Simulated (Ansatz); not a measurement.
**Is NbInGa in the AlB2 type a stable metal?**

The plan: relax NbInGa in the AlB2 type, check its phonons, and, if the lattice is stable, compute its Eliashberg function and ρ(T).

Main program and level: Ansatz 0.2.0; DFT PBE, scalar-relativistic, plane waves, PAW; PAW set soft_1.

The structure was built from a prototype and need not be the compound's stable phase.

## (1) The structure

The structure is hexagonal, space group P-6m2 (No. 187). The conventional cell has a = 4.122 Å, b = 4.122 Å, c = 4.328 Å, α = 90.00°, β = 90.00°, γ = 120.00°. Nb has 6 In at 3.22 Å and 6 Ga at 3.22 Å nearest. Nearest to Ga lie 3 In at 2.38 Å and 6 Nb at 3.22 Å. Nearest to In lie 3 Ga at 2.38 Å and 6 Nb at 3.22 Å. Farther neighbours are not listed.

## (2) Relaxation

The structure is brought to rest under this functional.

input.yaml reads:

```yaml
crystal:
  lattice:
    - [4.12162, 0.0, 0.0]
    - [-2.06081, 3.56943, 0.0]
    - [0.0, 0.0, 4.3277]
  atoms:
    - { symbol: Nb, position: [0.0, 0.0, 0.0] }
    - { symbol: Ga, position: [0.33333333, 0.66666667, 0.5] }
    - { symbol: In, position: [0.66666667, 0.33333333, 0.5] }
kpoints:
  mp_grid: { grid: [9, 9, 8] }
hamiltonian:
  xc: pbe
  pseudopotentials: { kind: paw, azcp: { folder: soft_1 } }
scf:
  occupations: { method: gaussian, width: 0.1 }
output:
  forces: true
  stress: true
  eigenvalues: true
relax:
  adjacent_minimum: "off"
  f_tol: 0.005
  max_steps: 80
  cell: { stress_tol: 0.05 }
```

Run with:

```sh
ansatz run input.yaml --threads 4 --pin off --max-ram 12288MiB --backend cpu --events-out ev --progress --plain --runs-dir out
```

Numbers of over 12 decimals in the logs are rounded to 6 here.

Output:

```text
Engine: ansatz 0.2.0, aarch64-unknown-linux-gnu
Pseudopotentials: kind: paw
Pseudopotential: Nb, paw, valence charge 13, recommended cutoff 420 eV (normal), soft_1/Nb.paw.azcp
Pseudopotential: Ga, paw, valence charge 13, recommended cutoff 420 eV (normal), soft_1/Ga.paw.azcp
Pseudopotential: In, paw, valence charge 13, recommended cutoff 420 eV (normal), soft_1/In.paw.azcp
Functional definition: PBE
  parameter kappa = 0.804
  parameter beta = 0.066725
  exchange = pbe_x(kappa = kappa, mu = beta*pi^2/3)
  correlation = pbe_c(beta = beta)
Crystal: 3 atoms, lattice volume = 63.668 Å³
Basis set: ecut = 420 eV, 1203 PW (Γ), exchange–correlation on 60×60×60 points (8 copies of the dense FFT grid, shifted against one another)
Bands: 24, of which v1, the nominal top of the filled ones, is band 20 counted from 1 (19 counted from 0)
Symmetry: 12 space group operations
Space group: P-6m2 (ITA 187), of the structure as read, at distance tolerance 4.0e-5 Å
k-points: 60 of 648 (time reversal used)
Non-local potential: Nb, projectors of the file, l = 0: 3, l = 1: 2, l = 2: 2, l = 3: 1
Non-local potential: Ga, projectors of the file, l = 0: 2, l = 1: 2, l = 2: 3, l = 3: 1
Non-local potential: In, projectors of the file, l = 0: 2, l = 1: 2, l = 2: 2, l = 3: 1
PAW form: soft (Blöchl's): semilocal exchange-correlation on the pseudo side does not see the compensation charge
PAW one-centre angular grid: Nb, 590 points (default); XC on 64 Gauss nodes
PAW one-centre angular grid: Ga, 590 points (default); XC on 64 Gauss nodes
PAW one-centre angular grid: In, 590 points (default); XC on 64 Gauss nodes
Initial density: superposition of atomic densities (chi_scale 0.1, normalization cell, long waves kept (reshape's long-wave potential 0.00 eV rms))
Initial wavefunctions: pseudopotential atomic-orbital guess
Functional: x = pbe(κ = 0.804, μ = 0.219515), c = pbe(β = 0.066725)
SCF iter   1: F=—  HF=-13931.602159 eV  |F-HF|=—  |Δ(HF+E_count)|=         —  Δρ=5.44e-2  dr2=3.45e0  ethr=3.10e-3  ⟨swp⟩=5.7  Hψ=6537  notcnv=0
preconditioner: auto → Kerker (q_TF=auto, 2.514 Å⁻¹)  [metal: Δε(μ)=0.014 eV  Ē_g=12.740 eV  σ=0.100 eV  W_gap=0.08  n_scr=20 (ndim 8)  ℏωp=25.9 eV  f_vac=0.000  D(μ)=3.48/eV (n_scr^D=28)]
SCF iter   2: F=—  HF=-13930.907855 eV  |F-HF|=—  |Δ(HF+E_count)|=   6.94e-1  Δρ=2.52e-2  dr2=4.79e-1  ethr=3.10e-3  ⟨swp⟩=3.0  Hψ=3273  notcnv=0  defer=10
SCF iter   3: F=—  HF=-13930.851276 eV  |F-HF|=—  |Δ(HF+E_count)|=   5.66e-2  Δρ=8.89e-3  dr2=3.48e-2  ethr=1.23e-3  ⟨swp⟩=2.5  Hψ=2260  notcnv=0  defer=10
SCF iter   4: F=—  HF=-13930.857357 eV  |F-HF|=—  |Δ(HF+E_count)|=   6.08e-3  Δρ=5.13e-3  dr2=1.01e-2  ethr=8.91e-5  ⟨swp⟩=2.0  Hψ=2904  notcnv=0  defer=10
SCF iter   5: F=—  HF=-13930.852426 eV  |F-HF|=—  |Δ(HF+E_count)|=   4.93e-3  Δρ=8.71e-4  dr2=5.22e-4  ethr=2.59e-5  ⟨swp⟩=2.0  Hψ=2319  notcnv=0  defer=10
SCF iter   6: F=—  HF=-13930.852539 eV  |F-HF|=—  |Δ(HF+E_count)|=   1.13e-4  Δρ=2.91e-4  dr2=9.76e-5  ethr=1.34e-6  ⟨swp⟩=2.1  Hψ=2577  notcnv=0  defer=10
SCF iter   7: F=—  HF=-13930.852528 eV  |F-HF|=—  |Δ(HF+E_count)|=   1.11e-5  Δρ=7.53e-5  dr2=6.14e-6  ethr=2.50e-7  ⟨swp⟩=2.0  Hψ=1650  notcnv=0  defer=10
SCF iter   8: F=—  HF=-13930.852526 eV  |F-HF|=—  |Δ(HF+E_count)|=   1.47e-6  Δρ=3.17e-5  dr2=1.02e-6  ethr=1.57e-8  ⟨swp⟩=2.0  Hψ=2140  notcnv=0  defer=10
SCF iter   9: F=-13930.852526 eV  HF=-13930.852526 eV  |F-HF|=1.57e-8  |Δ(HF+E_count)|=   2.57e-7  Δρ=1.19e-5  dr2=8.93e-8  ethr=2.56e-10  ⟨swp⟩=4.0  Hψ=6011  notcnv=0
SCF 1 converged in 9 iterations: F = -13930.852526 eV  dr2 = 8.93e-8
  greatest PAW one-centre occupation: 0.998 electrons in one spin orbital (limit 2), on the Nb atom at site 0 (counted from 0), in its partial waves of l = 0
relax step   1: F+E_penalty+E_count = -13930.85252577 eV  Δ(F+E_penalty+E_count) = +0.000e0 eV  max|allowed force component| = 8.635e-17 eV/Å  Δτ_max = 0.0000 Å  P = -0.231 GPa  Ω = 63.668 Å³  (9 SCF iters, dr2 threshold 1.00e-7 eV, accepted)
Crystal: 3 atoms, lattice volume = 62.670 Å³
Basis set: ecut = 420 eV, 1195 PW (Γ), exchange–correlation on 60×60×60 points (8 copies of the dense FFT grid, shifted against one another)
Initial density: handed on by an earlier stage of this run
Initial wavefunctions: those handed on with the density
iter 1 solved again at ethr=4.01e-5 eV; its pass at ethr=3.10e-3 eV (dr2=1.56e-2 eV) is discarded
SCF iter   1: F=—  HF=-13931.336968 eV  |F-HF|=—  |Δ(HF+E_count)|=         —  Δρ=4.20e-3  dr2=1.59e-2  ethr=4.01e-5  ⟨swp⟩=1.2  Hψ=9053  notcnv=0
preconditioner: auto → Kerker (q_TF=auto, 2.521 Å⁻¹)  [metal: Δε(μ)=0.033 eV  Ē_g=12.704 eV  σ=0.100 eV  W_gap=0.19  n_scr=20 (ndim 8)  ℏωp=26.1 eV  f_vac=0.000  D(μ)=2.13/eV (n_scr^D=20)]
SCF iter   2: F=—  HF=-13931.334724 eV  |F-HF|=—  |Δ(HF+E_count)|=   2.24e-3  Δρ=2.21e-3  dr2=3.47e-3  ethr=4.01e-5  ⟨swp⟩=1.9  Hψ=1534  notcnv=0
SCF iter   3: F=—  HF=-13931.334223 eV  |F-HF|=—  |Δ(HF+E_count)|=   5.01e-4  Δρ=7.29e-4  dr2=5.06e-4  ethr=8.89e-6  ⟨swp⟩=2.1  Hψ=2258  notcnv=0
SCF iter   4: F=—  HF=-13931.334117 eV  |F-HF|=—  |Δ(HF+E_count)|=   1.06e-4  Δρ=3.47e-4  dr2=7.68e-5  ethr=1.30e-6  ⟨swp⟩=2.0  Hψ=2378  notcnv=0
SCF iter   5: F=—  HF=-13931.334066 eV  |F-HF|=—  |Δ(HF+E_count)|=   5.09e-5  Δρ=1.23e-4  dr2=9.77e-6  ethr=1.97e-7  ⟨swp⟩=2.0  Hψ=2475  notcnv=0
SCF iter   6: F=—  HF=-13931.334065 eV  |F-HF|=—  |Δ(HF+E_count)|=   1.01e-6  Δρ=2.79e-5  dr2=6.95e-7  ethr=2.50e-8  ⟨swp⟩=3.0  Hψ=2698  notcnv=0
SCF iter   7: F=-13931.334065 eV  HF=-13931.334065 eV  |F-HF|=5.37e-8  |Δ(HF+E_count)|=   1.51e-7  Δρ=9.46e-6  dr2=8.35e-8  ethr=7.69e-10  ⟨swp⟩=6.9  Hψ=7271  notcnv=0
SCF 2 converged in 7 iterations: F = -13931.334065 eV  dr2 = 8.35e-8
relax step   2: F+E_penalty+E_count = -13931.33406476 eV  Δ(F+E_penalty+E_count) = -4.815e-1 eV  max|allowed force component| = 1.496e-16 eV/Å  Δτ_max = 0.0000 Å  P = -1.842 GPa  Ω = 62.670 Å³  energy of the carried Pulay correction = +1.897e-4 eV  (7 SCF iters, dr2 threshold 3.00e-7 eV, accepted)
Crystal: 3 atoms, lattice volume = 60.730 Å³
Basis set: ecut = 420 eV, 1171 PW (Γ), exchange–correlation on 60×60×60 points (8 copies of the dense FFT grid, shifted against one another)
iter 1 solved again at ethr=4.08e-5 eV; its pass at ethr=3.10e-3 eV (dr2=1.59e-2 eV) is discarded
SCF iter   1: F=—  HF=-13931.699958 eV  |F-HF|=—  |Δ(HF+E_count)|=         —  Δρ=3.89e-3  dr2=1.62e-2  ethr=4.08e-5  ⟨swp⟩=1.7  Hψ=10138  notcnv=0
preconditioner: auto → Kerker (q_TF=auto, 2.534 Å⁻¹)  [metal: Δε(μ)=0.019 eV  Ē_g=12.826 eV  σ=0.100 eV  W_gap=0.11  n_scr=20 (ndim 8)  ℏωp=26.5 eV  f_vac=0.000  D(μ)=2.04/eV (n_scr^D=20)]
[...]
relax step   6: F+E_penalty+E_count = -13932.34547734 eV  Δ(F+E_penalty+E_count) = -1.820e-1 eV  max|allowed force component| = 4.318e-17 eV/Å  Δτ_max = 0.0000 Å  P = +1.458 GPa  Ω = 55.931 Å³  energy of the carried Pulay correction = +1.603e-3 eV  (8 SCF iters, dr2 threshold 3.00e-7 eV, accepted)
relax step   7: F+E_penalty+E_count = -13932.65730140 eV  Δ(F+E_penalty+E_count) = -3.118e-1 eV  max|allowed force component| = 1.426e-17 eV/Å  Δτ_max = 0.0000 Å  P = +2.811 GPa  Ω = 54.685 Å³  energy of the carried Pulay correction = +1.896e-3 eV  (6 SCF iters, dr2 threshold 3.00e-7 eV, accepted)
relax step   8: F+E_penalty+E_count = -13932.84803450 eV  Δ(F+E_penalty+E_count) = -1.907e-1 eV  max|allowed force component| = 1.667e-17 eV/Å  Δτ_max = 0.0000 Å  P = +3.794 GPa  Ω = 54.238 Å³  energy of the carried Pulay correction = +2.007e-3 eV  (6 SCF iters, dr2 threshold 3.00e-7 eV, accepted)
relax step   9: F+E_penalty+E_count = -13932.83949769 eV  Δ(F+E_penalty+E_count) = +8.537e-3 eV  max|allowed force component| = 1.311e-17 eV/Å  Δτ_max = 0.0000 Å  P = -4.078 GPa  Ω = 58.055 Å³  energy of the carried Pulay correction = +1.140e-3 eV  (6 SCF iters, dr2 threshold 3.00e-7 eV, rejected (line search))
relax step  10: F+E_penalty+E_count = -13932.86790098 eV  Δ(F+E_penalty+E_count) = -1.987e-2 eV  max|allowed force component| = 1.311e-17 eV/Å  Δτ_max = 0.0000 Å  P = +0.100 GPa  Ω = 55.872 Å³  energy of the carried Pulay correction = +1.624e-3 eV  (8 SCF iters, accepted)
relax step  11: F+E_penalty+E_count = -13932.86794514 eV  Δ(F+E_penalty+E_count) = -4.415e-5 eV  max|allowed force component| = 1.465e-17 eV/Å  Δτ_max = 0.0000 Å  P = -0.010 GPa  Ω = 55.928 Å³  energy of the carried Pulay correction = +1.611e-3 eV  (6 SCF iters, dr2 threshold 8.15e-8 eV, accepted)
relax step  12: F+E_penalty+E_count = -13932.87707088 eV  Δ(F+E_penalty+E_count) = -9.126e-3 eV  max|allowed force component| = 1.465e-17 eV/Å  Δτ_max = 0.0000 Å  P = +0.352 GPa  Ω = 55.928 Å³  stress off target by 5.52e-1 GPa  SCF on the basis re-selected at this cell (its energy is not comparable with the rows above)  (7 SCF iters)
relax step  13: F+E_penalty+E_count = -13932.87752434 eV  Δ(F+E_penalty+E_count) = -4.535e-4 eV  max|allowed force component| = 8.288e-18 eV/Å  Δτ_max = 0.0000 Å  P = +0.031 GPa  Ω = 56.110 Å³  energy of the carried Pulay correction = -4.187e-5 eV  (6 SCF iters, dr2 threshold 3.00e-7 eV, accepted)
relax step  14: F+E_penalty+E_count = -13932.87752629 eV  Δ(F+E_penalty+E_count) = -1.955e-6 eV  max|allowed force component| = 1.022e-17 eV/Å  Δτ_max = 0.0000 Å  P = +0.002 GPa  Ω = 56.128 Å³  energy of the carried Pulay correction = -4.598e-5 eV  (6 SCF iters, dr2 threshold 7.86e-9 eV, accepted)
iter 1 solved again at ethr=3.67e-9 eV; its pass at ethr=3.10e-3 eV (dr2=1.43e-6 eV) is discarded
SCF iter   1: F=—  HF=-13932.877526 eV  |F-HF|=—  |Δ(HF+E_count)|=         —  Δρ=1.63e-4  dr2=3.14e-7  ethr=3.67e-9  ⟨swp⟩=3.4  Hψ=11173  notcnv=0
preconditioner: auto → none  [metal: Δε(μ)=0.100 eV  Ē_g=13.030 eV  σ=0.100 eV  W_gap=0.43  n_scr=8 (ndim 8)  ℏωp=27.6 eV  f_vac=0.000  D(μ)=1.19/eV (n_scr^D=6)]
SCF iter   2: F=—  HF=-13932.877561 eV  |F-HF|=—  |Δ(HF+E_count)|=   3.48e-5  Δρ=8.18e-5  dr2=8.04e-8  ethr=8.04e-10  ⟨swp⟩=1.0  Hψ=1440  notcnv=0
SCF iter   3: F=—  HF=-13932.877573 eV  |F-HF|=—  |Δ(HF+E_count)|=   1.18e-5  Δρ=3.49e-6  dr2=3.63e-9  ethr=2.06e-10  ⟨swp⟩=2.2  Hψ=1963  notcnv=0
iter 4 did not close the SCF: its close was put off for the readings that it lacked (scf_convergence_deferred on its scf_iter line)
SCF iter   4: F=-13932.877573 eV  HF=-13932.877573 eV  |F-HF|=4.37e-11  |Δ(HF+E_count)|=   2.84e-9  Δρ=2.39e-7  dr2=1.52e-11  ethr=9.31e-12  ⟨swp⟩=2.0  Hψ=2342  notcnv=0
iter 5 did not close the SCF: its close was put off for the readings that it lacked (scf_convergence_deferred on its scf_iter line)
SCF iter   5: F=-13932.877573 eV  HF=-13932.877573 eV  |F-HF|=3.64e-12  |Δ(HF+E_count)|=  6.18e-11  Δρ=7.57e-8  dr2=1.41e-12  ethr=1.00e-12  ⟨swp⟩=1.0  Hψ=1440  notcnv=0
iter 6 did not close the SCF: its close was put off for the readings that it lacked (scf_convergence_deferred on its scf_iter line)
SCF iter   6: F=-13932.877573 eV  HF=-13932.877573 eV  |F-HF|=1.82e-12  |Δ(HF+E_count)|=  3.64e-12  Δρ=2.44e-8  dr2=1.24e-13  ethr=1.00e-12  ⟨swp⟩=1.0  Hψ=1440  notcnv=0
iter 7 did not close the SCF: its close was put off for the readings that it lacked (scf_convergence_deferred on its scf_iter line)
SCF iter   7: F=-13932.877573 eV  HF=-13932.877573 eV  |F-HF|=0.00e0  |Δ(HF+E_count)|=    0.00e0  Δρ=4.18e-9  dr2=4.27e-15  ethr=1.00e-12  ⟨swp⟩=1.0  Hψ=1440  notcnv=0
SCF iter   8: F=-13932.877573 eV  HF=-13932.877573 eV  |F-HF|=1.82e-12  |Δ(HF+E_count)|=  3.64e-12  Δρ=7.13e-10  dr2=2.12e-16  ethr=1.00e-12  ⟨swp⟩=2.1  Hψ=4294  notcnv=0
SCF 15 converged in 8 iterations: F = -13932.877573 eV  dr2 = 2.12e-16
relax step  15: F+E_penalty+E_count = -13932.87757293 eV  Δ(F+E_penalty+E_count) = -4.664e-5 eV  max|allowed force component| = 9.252e-18 eV/Å  Δτ_max = 0.0000 Å  P = +0.002 GPa  Ω = 56.128 Å³  stress off target by 3.46e-3 GPa  SCF on the basis re-selected at this cell (its energy is not comparable with the rows above)  (8 SCF iters)
basis re-selected at this cell: Δ(F+E_penalty+E_count) = -4.664e-5 eV, ΔP = -0.000 GPa vs the last step (what re-selecting the basis moved, of the pressure what is left beyond the Pulay correction that the steps carried, after the strain that the cell walked since its last selection, with what the two solves' SCF thresholds leave and, on support functions, any second-order correction that the steps lacked; it is no m [...]
SCF converged after 8 iterations
Free energy (F): -13932.877573 eV
Harris-Foulkes:  -13932.877573 eV  (|F-HF|=1.82e-12)
Internal energy: -13932.871624 eV  (E = F + TS)
E sigma→0 (E₀):  -13932.874598 eV
Entropy (-TS):   -0.005949 eV (-1.983 meV/atom)
Fermi energy:    14.317656 eV
--- Per-component energies (eV) ---
  E_band       = -70.258394
  E_kinetic    = 703.188560
  E_local      = -2735.029910  (includes V_loc(G=0)·N_el)
  E_nonlocal   = 328.936569
  E_hartree    = 1389.980183
  E_xc         = -371.949938
  E_vxc        = -346.168415  (∫ρ·V_xc dr)
  E_paw        = -9282.719753  (= ΣΔE_a)
  E_vpaw       = -801.145547  (= ΣTr[D̂ρ^β])
  E_aug_tail   = -0.000017  (compensation charges beyond the density's cutoff)
  E_ewald      = -3965.277316
  E_smearing   = -0.005949  (= −TS)
  E_closure    = 0.000000  (closes the sum)
  Σ components = -13932.877573   (vs F -13932.877573, Δ=0.00e0)
--- Forces (eV/Å), atoms counted from 1 ---
  atom   1  Nb     0.00000000    -0.00000000     0.00000000
  atom   2  Ga     0.00000000    -0.00000000    -0.00000000
  atom   3  In    -0.00000000     0.00000000     0.00000000
  max |Σ_I F_I| component: 6.94e-18 eV/Å
--- Stress (GPa, compression-positive) ---
        0.001510      -0.000000       0.000000
       -0.000000       0.001510      -0.000000
        0.000000      -0.000000       0.003455
  P = ⅓ Tr σ = 0.0022 GPa (0.022 kbar)
--- Band table (eV; the first three rows and the last of 60) ---
  k-point 0: bands = [... 16 lower, 10.8905, 11.8542, 12.1812, 15.6370, 15.6370, 16.7966, 16.7966, 18.7093]
  k-point 1: bands = [... 16 lower, 11.1961, 12.1489, 12.6681, 14.7259, 14.7259, 17.6916, 17.6916, 18.6016]
  k-point 2: bands = [... 16 lower, 12.0657, 12.9218, 13.4017, 13.5429, 13.5429, 16.8050, 18.0604, 18.0604]
  k-point 59: bands = [... 16 lower, 11.6884, 11.7612, 13.1285, 14.9734, 15.1991, 15.9787, 15.9890, 16.0046]
--- Relaxed structure (13 steps of the walk, 12 accepted, 2 SCFs on fresh bases) ---
  F+E_penalty+E_count = -13932.87757293 eV   max|allowed force component| = 9.252e-18 eV/Å   (the final SCF, on the basis selected at the relaxed cell)
  cell:  # Å, volume = 56.1282 Å³
    - [4.758402, 0, 0.0]
    - [-2.379201, 4.120897, 0.0]
    - [0.0, 0.0, 2.862388]
  atoms:
    - { symbol: Nb, position: [0, 0, 0.0] }
    - { symbol: Ga, position: [0.333333, 0.666667, 0.500000] }
    - { symbol: In, position: [0.666667, 0.333333, 0.500000] }
```

Wall time 40 s (4 threads of Arm Neoverse V2, shared host); peak memory 0.54 GiB; 2.5 min of CPU time.

Relaxation path:

| step | energy less that of the first step (eV) | largest force component (eV/Å) | pressure (GPa) | volume (Å³) |
| --- | --- | --- | --- | --- |
| 1 | 0.0000 | 0.0000 | -0.23 | 63.67 |
| 2 | -0.4815 | 0.0000 | -1.84 | 62.67 |
| 3 | -0.8436 | 0.0000 | -1.45 | 60.73 |
| 4 | -1.1247 | 0.0000 | -0.53 | 58.79 |
| 5 | -1.3110 | 0.0000 | 0.79 | 57.02 |
| 6 | -1.4930 | 0.0000 | 1.46 | 55.93 |
| 7 | -1.8048 | 0.0000 | 2.81 | 54.68 |
| 8 | -1.9955 | 0.0000 | 3.79 | 54.24 |
| 9 | -1.9870 | 0.0000 | -4.08 | 58.05 |
| 10 | -2.0154 | 0.0000 | 0.10 | 55.87 |
| 11 | -2.0154 | 0.0000 | -0.01 | 55.93 |
| 12* | -2.0245 | 0.0000 | 0.35 | 55.93 |
| 13 | -2.0250 | 0.0000 | 0.03 | 56.11 |
| 14 | -2.0250 | 0.0000 | 0.00 | 56.13 |
| 15* | -2.0250 | 0.0000 | 0.00 | 56.13 |

Relaxation steps marked * repeat the geometry before them on a plane-wave basis chosen anew for their cell, so energy and pressure can jump there. Relaxation step 9 was tried and not accepted.

The run keeps the 12 symmetry operations that it works with, so distortions that break them were not tested.

| cell as run | before | after | change |
| --- | --- | --- | --- |
| a (Å) | 4.122 | 4.758 | +15.4 % |
| b (Å) | 4.122 | 4.758 | +15.4 % |
| c (Å) | 4.328 | 2.862 | -33.9 % |
| volume (Å³/atom) | 21.22 | 18.71 | -11.8 % |

The relaxed structure:

```cif
data_structure
_symmetry_space_group_name_H-M 'P 1'
_symmetry_Int_Tables_number 1
_cell_length_a 4.7584
_cell_length_b 4.7584
_cell_length_c 2.8624
_cell_angle_alpha 90.000
_cell_angle_beta 90.000
_cell_angle_gamma 120.000
_cell_volume 56.13
loop_
_atom_site_label
_atom_site_type_symbol
_atom_site_fract_x
_atom_site_fract_y
_atom_site_fract_z
_atom_site_occupancy
Nb1 Nb 0.00000 0.00000 0.00000 1
Ga2 Ga 0.33333 0.66667 0.50000 1
In3 In 0.66667 0.33333 0.50000 1
```

Numbers from this step:

```yaml
pressure: 0.002159 GPa
volume_per_atom: 18.71 Å³/atom
metallic_on_mesh: yes
gap_on_the_k_mesh: 0 eV
```

The largest force is now zero by symmetry and the largest stress component 0.0035 GPa.

## (3) Relaxation

The cell moved far, so the relaxation is started again from the new cell to confirm it.

input.yaml, the sections that differ from step 2:

```yaml
crystal:
  lattice:
    - [4.7584021271, 0.0, 0.0]
    - [-2.3792010635, 4.1208971235, 0.0]
    - [0.0, 0.0, 2.8623880054]
  atoms:
    - { symbol: Nb, position: [0.0, 0.0, 0.0] }
    - { symbol: Ga, position: [0.3333333333, 0.6666666667, 0.5] }
    - { symbol: In, position: [0.6666666667, 0.3333333333, 0.5] }
kpoints:
  mp_grid: { grid: [9, 9, 10] }
# hamiltonian, scf, output, relax: as in step 2
```

Output:

```text
[the first part of the log is left out]
  E_vxc        = -346.192243  (∫ρ·V_xc dr)
  E_paw        = -9282.800559  (= ΣΔE_a)
  E_vpaw       = -801.274045  (= ΣTr[D̂ρ^β])
  E_aug_tail   = -0.000027  (compensation charges beyond the density's cutoff)
  E_ewald      = -3966.575247
  E_smearing   = -0.009871  (= −TS)
  E_closure    = 0.000000  (closes the sum)
  Σ components = -13932.887891   (vs F -13932.887891, Δ=0.00e0)
[...]
--- Stress (GPa, compression-positive) ---
       -0.002387       0.000000      -0.000000
        0.000000      -0.002387       0.000000
       -0.000000       0.000000      -0.004957
  P = ⅓ Tr σ = -0.0032 GPa (-0.032 kbar)
--- Band table (eV; the first three rows and the last of 72) ---
[...]
--- Relaxed structure (3 steps of the walk, 3 accepted, 1 SCFs on fresh bases) ---
[...]
cell:  # Å, volume = 56.0712 Å³
    - [4.752911, -2.8834176928809657e-11, 0.0]
    - [-2.376455, 4.116142, 0.0]
    - [0.0, 0.0, 2.866090]
  atoms:
    - { symbol: Nb, position: [0, 0, 0.0] }
    - { symbol: Ga, position: [0.333333, 0.666667, 0.500000] }
    - { symbol: In, position: [0.666667, 0.333333, 0.500000] }
```

The job ended after 10 s (4 threads; peak memory 0.52 GiB).

Step by step:

| step | energy less that of the first step (eV) | largest force component (eV/Å) | pressure (GPa) | volume (Å³) |
| --- | --- | --- | --- | --- |
| 1 | 0.0000 | 0.0000 | -0.08 | 56.13 |
| 2 | -0.0001 | 0.0000 | 0.04 | 56.04 |
| 3 | -0.0001 | 0.0000 | 0.00 | 56.07 |
| 4 | -0.0001 | 0.0000 | 0.00 | 56.07 |

The log counts 1 steps on a newly chosen plane-wave basis, not all of them marked here; energy and pressure can jump at such steps.

| conventional cell, symmetrised | before | after | change |
| --- | --- | --- | --- |
| a (Å) | 4.758 | 4.753 | -0.1 % |
| b (Å) | 4.758 | 4.753 | -0.1 % |
| c (Å) | 2.862 | 2.866 | +0.1 % |
| volume (Å³/atom) | 18.71 | 18.69 | -0.1 % |

Final coordinates:

```cif
data_structure
_symmetry_space_group_name_H-M 'P 1'
_symmetry_Int_Tables_number 1
_cell_length_a 4.7529
_cell_length_b 4.7529
_cell_length_c 2.8661
_cell_angle_alpha 90.000
_cell_angle_beta 90.000
_cell_angle_gamma 120.000
_cell_volume 56.07
loop_
_atom_site_label
_atom_site_type_symbol
_atom_site_fract_x
_atom_site_fract_y
_atom_site_fract_z
_atom_site_occupancy
Nb1 Nb 0.00000 0.00000 0.00000 1
Ga2 Ga 0.33333 0.66667 0.50000 1
In3 In 0.66667 0.33333 0.50000 1
```

This step gave:

- pressure: -0.003243 GPa
- volume per atom: 18.69 Å³/atom

The largest force is now zero by symmetry and the largest stress component 0.0050 GPa.

(Continued in part 2 of 3.)

[Logs are printed without paths, hosts, clocks, repeated set-up lines and the standing remarks that a program may print on its own settings, such as how far it seeks lower states.]

[Hosts, paths, dates, database ids (printed as entryN), source tags and the programs' standing remarks are cut or masked in the printed files.]
